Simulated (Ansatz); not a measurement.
# NbInSe3 (model cell, started as cubic perovskite with Nb in the octahedra): a soft mode frozen in, part 2 of 3

Which phase does NbInSe3 (model cell, started as cubic perovskite with Nb in the octahedra) fall into along its unstable mode, and how much energy does it gain?

Ansatz 0.2.0; DFT PBE, scalar-relativistic, plane waves, PAW; PAW set soft_1.

So far, highest frequency on the path or at a solved wavevector (cm⁻¹): step 2 (the dispersion) 270. Also lowest frequency on the path (cm⁻¹): step 2 -139.

The structure was built from a prototype and need not be the compound's stable phase.

**5. Energy along the mode, all amplitudes (two of the runs are shown above)**

An imaginary frequency means negative curvature, so the energy should fall and then rise again as anharmonic terms take over.

Numbers from this step:

| Item | Value |
| --- | --- |
| depth at the lowest point sampled | 47.73 meV/atom |
| largest atomic shift at that point | 0.6 Å |

The energy from the parent by largest atomic shift:

| largest atomic shift (Å) | energy from the parent (meV/atom) |
| --- | --- |
| 0.000 | 0 |
| 0.040 | -0.322 |
| 0.080 | -1.29 |
| 0.140 | -4.01 |
| 0.220 | -10.0 |
| 0.320 | -20.4 |
| 0.450 | -34.9 |
| 0.600 | -47.7 |

Displacement at unit largest shift by atom:

| atom | x (Å) | y (Å) | z (Å) | size |
| --- | --- | --- | --- | --- |
| In1 | 0.00 | 0.00 | 0.00 | 0.00 |
| In2 | 0.00 | 0.00 | 0.00 | 0.00 |
| Nb3 | 0.00 | 0.00 | 0.00 | 0.00 |
| Nb4 | 0.00 | 0.00 | 0.00 | 0.00 |
| Se5 | 0.00 | 1.00 | 0.00 | 1.00 |
| Se6 | 0.00 | -1.00 | 0.00 | 1.00 |
| Se7 | 0.00 | 0.00 | -1.00 | 1.00 |
| Se8 | 0.00 | 0.00 | 1.00 | 1.00 |
| Se9 | 0.00 | 0.00 | 0.00 | 0.00 |
| Se10 | 0.00 | 0.00 | 0.00 | 0.00 |

The lowest of the steps tried is the last one, at 0.6 Å, 47.7 meV/atom below the parent; the bottom of the well need not coincide with a step.

**6. Relaxing from the distorted cell**

Starting from the lowest point found, all atoms and the cell are let go, so that strain and other modes of the same symmetry can join in.

input.yaml reads:

```yaml
crystal:
  lattice:
    - [-5.1035173521, 0.0, 0.0]
    - [0.0, -5.1035173521, -5.1035173521]
    - [0.0, -5.1035173521, 5.1035173521]
  atoms:
    - { symbol: In, position: [0.0, 0.5, 0.5] }
    - { symbol: In, position: [0.0, 1.0, 1.0] }
    - { symbol: Nb, position: [0.5, 0.0, 0.5] }
    - { symbol: Nb, position: [0.5, 0.5, 0.0] }
    - { symbol: Se, position: [0.5, 0.6912170119, 0.6912170119] }
    - { symbol: Se, position: [0.5, 0.3087829881, 0.3087829881] }
    - { symbol: Se, position: [0.5, 0.8087829881, 0.1912170119] }
    - { symbol: Se, position: [0.5, 0.1912170119, 0.8087829881] }
    - { symbol: Se, position: [1.0, 0.0, 0.5] }
    - { symbol: Se, position: [1.0, 0.5, 0.0] }
kpoints:
  mp_grid: { grid: [8, 6, 6] }
hamiltonian:
  xc: pbe
  pseudopotentials: { kind: paw, azcp: { folder: soft_1 } }
scf:
  occupations: { method: methfessel_paxton, width: 0.2 }
output:
  forces: true
  stress: true
  eigenvalues: true
relax:
  adjacent_minimum: "off"
  f_tol: 0.002
  max_steps: 120
  cell: { stress_tol: 0.03 }
```

Command:

```sh
> ansatz run input.yaml --threads 4 --pin off --max-ram 16384MiB --backend cpu --events-out ev --progress --plain --runs-dir out
```

Numbers of over 12 decimals in the logs are rounded to 6 here.

Log:

```text
[...]
Crystal: 10 atoms, lattice volume = 265.851 Å³
Basis set: ecut = 420 eV, 5177 PW (Γ), exchange–correlation on 72×100×100 points (8 copies of the dense FFT grid, shifted against one another)
Bands: 89, of which v1, the nominal top of the filled ones, is band 74 counted from 1 (73 counted from 0)
Symmetry: 16 space group operations
[...]
k-points: 50 of 288
[...]
SCF iter   1: F=—  HF=-53120.348293 eV  |F-HF|=—  |Δ(HF+E_count)|=         —  Δρ=3.40e-2  dr2=2.74e0  ethr=3.10e-3  ⟨swp⟩=6.0  Hψ=15133  notcnv=0
[...]
SCF iter  11: F=-53119.329522 eV  HF=-53119.329522 eV  |F-HF|=7.58e-9  |Δ(HF+E_count)|=   4.03e-8  S|Δr|=    0.00e0  Δρ=2.07e-6  dr2=2.93e-8  ethr=6.76e-11  ⟨swp⟩=9.0  Hψ=18858  notcnv=0
SCF 1 converged in 11 iterations: F = -53119.329522 eV  dr2 = 2.93e-8
[...]
relax step   1: F+E_penalty+E_count = -53119.32952227 eV  Δ(F+E_penalty+E_count) = +0.000e0 eV  max|allowed force component| = 1.468e-1 eV/Å  Δτ_max = 0.0000 Å  P = -2.296 GPa  Ω = 265.851 Å³  (11 SCF iters, dr2 threshold 1.00e-7 eV, accepted)
Crystal: 10 atoms, lattice volume = 249.952 Å³
Basis set: ecut = 420 eV, 4893 PW (Γ), exchange–correlation on 72×100×100 points (8 copies of the dense FFT grid, shifted against one another)
[...]
SCF iter   6: F=-53119.524365 eV  HF=-53119.524365 eV  |F-HF|=1.45e-7  |Δ(HF+E_count)|=   3.06e-6  S|Δr|=    0.00e0  Δρ=9.31e-6  dr2=2.75e-7  ethr=6.76e-10  ⟨swp⟩=7.1  Hψ=20160  notcnv=0
SCF 2 converged in 6 iterations: F = -53119.524365 eV  dr2 = 2.75e-7
[...]
relax step   2: F+E_penalty+E_count = -53119.52436458 eV  Δ(F+E_penalty+E_count) = -1.948e-1 eV  max|allowed force component| = 2.219e-1 eV/Å  Δτ_max = 0.0994 Å  P = +0.777 GPa  Ω = 249.952 Å³  energy of the carried Pulay correction = +1.509e-3 eV  (6 SCF iters, dr2 threshold 1.00e-6 eV, accepted)
Crystal: 10 atoms, lattice volume = 245.699 Å³
Basis set: ecut = 420 eV, 4869 PW (Γ), exchange–correlation on 72×100×100 points (8 copies of the dense FFT grid, shifted against one another)
[...]
SCF iter   7: F=-53119.580477 eV  HF=-53119.580477 eV  |F-HF|=1.01e-7  |Δ(HF+E_count)|=   1.00e-6  S|Δr|=    0.00e0  Δρ=6.57e-6  dr2=1.22e-7  ethr=6.76e-10  ⟨swp⟩=7.5  Hψ=20851  notcnv=0
SCF 3 converged in 7 iterations: F = -53119.580477 eV  dr2 = 1.22e-7
[...]
relax step   3: F+E_penalty+E_count = -53119.58047716 eV  Δ(F+E_penalty+E_count) = -5.611e-2 eV  max|allowed force component| = 1.770e-1 eV/Å  Δτ_max = 0.1938 Å  P = +0.368 GPa  Ω = 245.699 Å³  energy of the carried Pulay correction = +1.928e-3 eV  (7 SCF iters, dr2 threshold 1.00e-6 eV, accepted)
[...]
relax step   4: F+E_penalty+E_count = -53119.60203077 eV  Δ(F+E_penalty+E_count) = -2.155e-2 eV  max|allowed force component| = 8.436e-3 eV/Å  Δτ_max = 0.0735 Å  P = +0.019 GPa  Ω = 248.853 Å³  energy of the carried Pulay correction = +1.616e-3 eV  (6 SCF iters, dr2 threshold 1.00e-6 eV, accepted)
[...]
relax step   5: F+E_penalty+E_count = -53119.60455496 eV  Δ(F+E_penalty+E_count) = -2.524e-3 eV  max|allowed force component| = 2.028e-3 eV/Å  Δτ_max = 0.0103 Å  P = +0.039 GPa  Ω = 248.421 Å³  energy of the carried Pulay correction = +1.659e-3 eV  (5 SCF iters, dr2 threshold 3.64e-7 eV, accepted)
[...]
relax step   6: F+E_penalty+E_count = -53119.60546984 eV  Δ(F+E_penalty+E_count) = -9.149e-4 eV  max|allowed force component| = 1.416e-3 eV/Å  Δτ_max = 0.0054 Å  P = +0.011 GPa  Ω = 248.310 Å³  energy of the carried Pulay correction = +1.670e-3 eV  (5 SCF iters, dr2 threshold 1.47e-7 eV, accepted)
[...]
relax step   7: F+E_penalty+E_count = -53119.60548311 eV  Δ(F+E_penalty+E_count) = -1.327e-5 eV  max|allowed force component| = 6.888e-4 eV/Å  Δτ_max = 0.0001 Å  P = -0.002 GPa  Ω = 248.351 Å³  energy of the carried Pulay correction = +1.666e-3 eV  (5 SCF iters, dr2 threshold 3.88e-9 eV, accepted)
Basis set: ecut = 420 eV, 4917 PW (Γ), exchange–correlation on 72×96×96 points (8 copies of the dense FFT grid, shifted against one another)
[...]
SCF iter   7: F=-53119.603957 eV  HF=-53119.603957 eV  |F-HF|=2.18e-11  |Δ(HF+E_count)|=  3.64e-11  S|Δr|=    0.00e0  Δρ=4.72e-8  dr2=5.92e-12  ethr=1.00e-12  ⟨swp⟩=4.1  Hψ=15946  notcnv=0
SCF 8 converged in 7 iterations: F = -53119.603957 eV  dr2 = 5.92e-12
relax step   8: F+E_penalty+E_count = -53119.60395661 eV  Δ(F+E_penalty+E_count) = +1.526e-3 eV  max|allowed force component| = 7.725e-4 eV/Å  Δτ_max = 0.0000 Å  P = -0.004 GPa  Ω = 248.351 Å³  stress off target by 4.01e-3 GPa  SCF on the basis re-selected at this cell (its energy is not comparable with the rows above)  (7 SCF iters)
basis re-selected at this cell: Δ(F+E_penalty+E_count) = +1.526e-3 eV, ΔP = -0.002 GPa vs the last step (what re-selecting the basis moved, of the pressure what is left beyond the Pulay correction that the steps carried, after the strain that the cell walked since its last selection, with what the two solves' SCF thresholds leave and, on support functions, any second-order correction that the steps lacked; it is no measure of the basis error at this ecutwfc). The dense FFT grid was sized anew with the basis: this SCF ran on 36×48×48 points, the steps before it on 36×50×50, so part of this shift can come from that change (see relax.cell in the input reference). [rest of the remark cut]
SCF converged after 7 iterations
[...]
Free energy (F): -53119.603957 eV
[...]
Internal energy: -53119.607054 eV  (E = F + TS)
E sigma→0 (E₀):  -53119.604731 eV
Entropy (-TS):   0.003097 eV (0.310 meV/atom)
Fermi energy:    9.118773 eV
[...]
--- Forces (eV/Å), atoms counted from 1 ---
  atom   1  In     0.00000000     0.00000000    -0.00000000
  atom   2  In     0.00000000    -0.00000000    -0.00000000
  atom   3  Nb     0.00000000     0.00000000     0.00000000
  atom   4  Nb     0.00000000     0.00000000     0.00000000
  atom   5  Se     0.00000000     0.00077255     0.00000000
  atom   6  Se     0.00000000    -0.00077255    -0.00000000
  atom   7  Se    -0.00000000     0.00000000    -0.00077255
  atom   8  Se    -0.00000000    -0.00000000     0.00077255
  atom   9  Se    -0.00000000     0.00000000     0.00000000
  atom  10  Se    -0.00000000     0.00000000     0.00000000
  max |Σ_I F_I| component: 1.84e-18 eV/Å
--- Stress (GPa, compression-positive) ---
       -0.003271       0.000000       0.000000
        0.000000      -0.004014      -0.000000
        0.000000      -0.000000      -0.004014
  P = ⅓ Tr σ = -0.0038 GPa (-0.038 kbar)
--- Band table (eV; the first three rows and the last of 50) ---
  k-point 0: bands = [... 70 lower, 7.9076, 7.9599, 8.5349, 8.5349, 8.7805, 8.8932, 8.8932, 9.5544, ... 11 higher]
  k-point 1: bands = [... 70 lower, 7.8470, 7.9967, 8.5289, 8.6176, 8.6493, 8.7784, 9.4012, 10.0132, ... 11 higher]
  k-point 2: bands = [... 70 lower, 7.4919, 7.7604, 8.7528, 8.9955, 9.0428, 9.1972, 9.8659, 10.1781, ... 11 higher]
  k-point 49: bands = [... 70 lower, 7.6421, 7.6421, 9.1641, 9.1641, 10.0520, 10.0520, 10.6306, 10.6306, ... 11 higher]
--- Relaxed structure (7 steps of the walk, 7 accepted, 1 SCFs on fresh bases) ---
  F+E_penalty+E_count = -53119.60395661 eV   max|allowed force component| = 7.725e-4 eV/Å   (the final SCF, on the basis selected at the relaxed cell)
  cell:  # Å, volume = 248.3506 Å³
    - [-5.206007, 0, 0]
    - [0, -4.883883, -4.883883]
    - [0, -4.883883, 4.883883]
  atoms:
    - { symbol: In, position: [0, 0.5, 0.5] }
    - { symbol: In, position: [0, 1.0, 1.0] }
    - { symbol: Nb, position: [0.5, 0.0, 0.5] }
    - { symbol: Nb, position: [0.5, 0.5, 0.0] }
    - { symbol: Se, position: [0.5, 0.668160, 0.668160] }
    - { symbol: Se, position: [0.5, 0.331840, 0.331840] }
    - { symbol: Se, position: [0.5, 0.831840, 0.168160] }
    - { symbol: Se, position: [0.5, 0.168160, 0.831840] }
    - { symbol: Se, position: [1.0, 0.0, 0.5] }
    - { symbol: Se, position: [1.0, 0.5, 0.0] }
```

Wall time 2.2 min (4 threads of Arm Neoverse V2, shared host); peak memory 1.4 GiB; 8.7 min of CPU time.

Step by step:

| step | energy less that of the first step (eV) | largest force component (eV/Å) | pressure (GPa) | volume (Å³) |
| --- | --- | --- | --- | --- |
| 1 | 0.0000 | 0.1468 | -2.30 | 265.85 |
| 2 | -0.1948 | 0.2219 | 0.78 | 249.95 |
| 3 | -0.2510 | 0.1770 | 0.37 | 245.70 |
| 4 | -0.2725 | 0.0084 | 0.02 | 248.85 |
| 5 | -0.2750 | 0.0020 | 0.04 | 248.42 |
| 6 | -0.2759 | 0.0014 | 0.01 | 248.31 |
| 7 | -0.2760 | 0.0007 | 0.00 | 248.35 |
| 8* | -0.2744 | 0.0008 | 0.00 | 248.35 |

Relaxation steps marked * repeat the geometry before them on a plane-wave basis chosen anew for their cell, so energy and pressure can jump there.

Forces are held to the 16 operations that the run works with; a distortion that breaks them can't arise in this run.

| cell as run | before | after | change |
| --- | --- | --- | --- |
| a (Å) | 5.104 | 5.206 | +2.0 % |
| b (Å) | 7.217 | 6.907 | -4.3 % |
| c (Å) | 7.217 | 6.907 | -4.3 % |
| volume (Å³/atom) | 26.59 | 24.84 | -6.6 % |

The atoms that moved most (Å, as changes of fractional coordinates times the final cell):

| atom | dx | dy | dz | length |
| --- | --- | --- | --- | --- |
| Se5 | 0.000 | 0.225 | 0.000 | 0.225 |
| Se8 | 0.000 | 0.000 | 0.225 | 0.225 |
| Se6 | 0.000 | -0.225 | 0.000 | 0.225 |
| Se7 | 0.000 | 0.000 | -0.225 | 0.225 |

This step gave:

```
pressure        : -0.003766 GPa
volume per atom : 24.84 Å³
```

The distorted start has space group P4/mbm; the relaxation ends in P4/mbm.

**7. The new phase in its own primitive cell**

The relaxed structure is symmetrised, reduced to its primitive cell and relaxed tightly, as its phonons need.

input.yaml reads:

```yaml
crystal:
  lattice:
    - [6.906853684, 0.0, 0.0]
    - [0.0, 6.906853684, 0.0]
    - [0.0, 0.0, 5.2060066362]
  atoms:
    - { symbol: In, position: [0.5, 0.0, 0.0] }
    - { symbol: In, position: [0.0, 0.5, 0.0] }
    - { symbol: Nb, position: [0.0, 0.0, 0.5] }
    - { symbol: Nb, position: [0.5, 0.5, 0.5] }
    - { symbol: Se, position: [0.6681600065, 0.1681600065, 0.5] }
    - { symbol: Se, position: [0.3318399935, 0.8318399935, 0.5] }
    - { symbol: Se, position: [0.8318399935, 0.6681600065, 0.5] }
    - { symbol: Se, position: [0.1681600065, 0.3318399935, 0.5] }
    - { symbol: Se, position: [0.0, 0.0, 0.0] }
    - { symbol: Se, position: [0.5, 0.5, 0.0] }
kpoints:
  mp_grid: { grid: [6, 6, 8] }
hamiltonian:
  xc: pbe
  pseudopotentials: { kind: paw, azcp: { folder: soft_1 } }
scf:
  occupations: { method: methfessel_paxton, width: 0.2 }
output:
  forces: true
  stress: true
  eigenvalues: true
relax:
  adjacent_minimum: "off"
  f_tol: 0.001
  max_steps: 60
  cell: { stress_tol: 0.01 }
```

Log:

```text
[...]
Crystal: 10 atoms, lattice volume = 248.351 Å³
Basis set: ecut = 420 eV, 4917 PW (Γ), exchange–correlation on 96×96×72 points (8 copies of the dense FFT grid, shifted against one another)
Bands: 89, of which v1, the nominal top of the filled ones, is band 74 counted from 1 (73 counted from 0)
Symmetry: 16 space group operations
[...]
k-points: 50 of 288
[...]
- { symbol: In, position: [0.0, 0.500000, 0.0] }
    - { symbol: Nb, position: [0.0, 0.0, 0.5] }
    - { symbol: Nb, position: [0.500000, 0.500000, 0.5] }
    - { symbol: Se, position: [0.668160, 0.168160, 0.5] }
    - { symbol: Se, position: [0.3318399935, 0.8318399935, 0.5] }
    - { symbol: Se, position: [0.8318399935, 0.668160, 0.5] }
    - { symbol: Se, position: [0.168160, 0.3318399935, 0.5] }
    - { symbol: Se, position: [0.0, 0.0, 0.0] }
    - { symbol: Se, position: [0.500000, 0.500000, 0.0] }
[key lines of the parts left out:]
SCF converged after 6 iterations
Free energy (F): -53119.603957 eV
Fermi energy:    9.118773 eV
P = ⅓ Tr σ = -0.0038 GPa (-0.038 kbar)
```

It took 36 s on 4 threads; peak memory 1.3 GiB.

Little changed from the start: no atom moved by 0.005 Å and no cell edge by 0.1 %.

This step gave:

```yaml
pressure: -0.003765 GPa
```

The largest force component left is 0.55 meV/Å and the pressure is -0.004 GPa, within the tolerances set. The cell now holds 24.84 Å³/atom.

[end of part 2 of 3]

[Logs are printed without paths, hosts, clocks, repeated set-up lines and the standing remarks that a program may print on its own settings, such as how far it seeks lower states.]

[Hosts, paths, dates, database ids (printed as entryN), source tags and the programs' standing remarks are cut or masked in the printed files.]
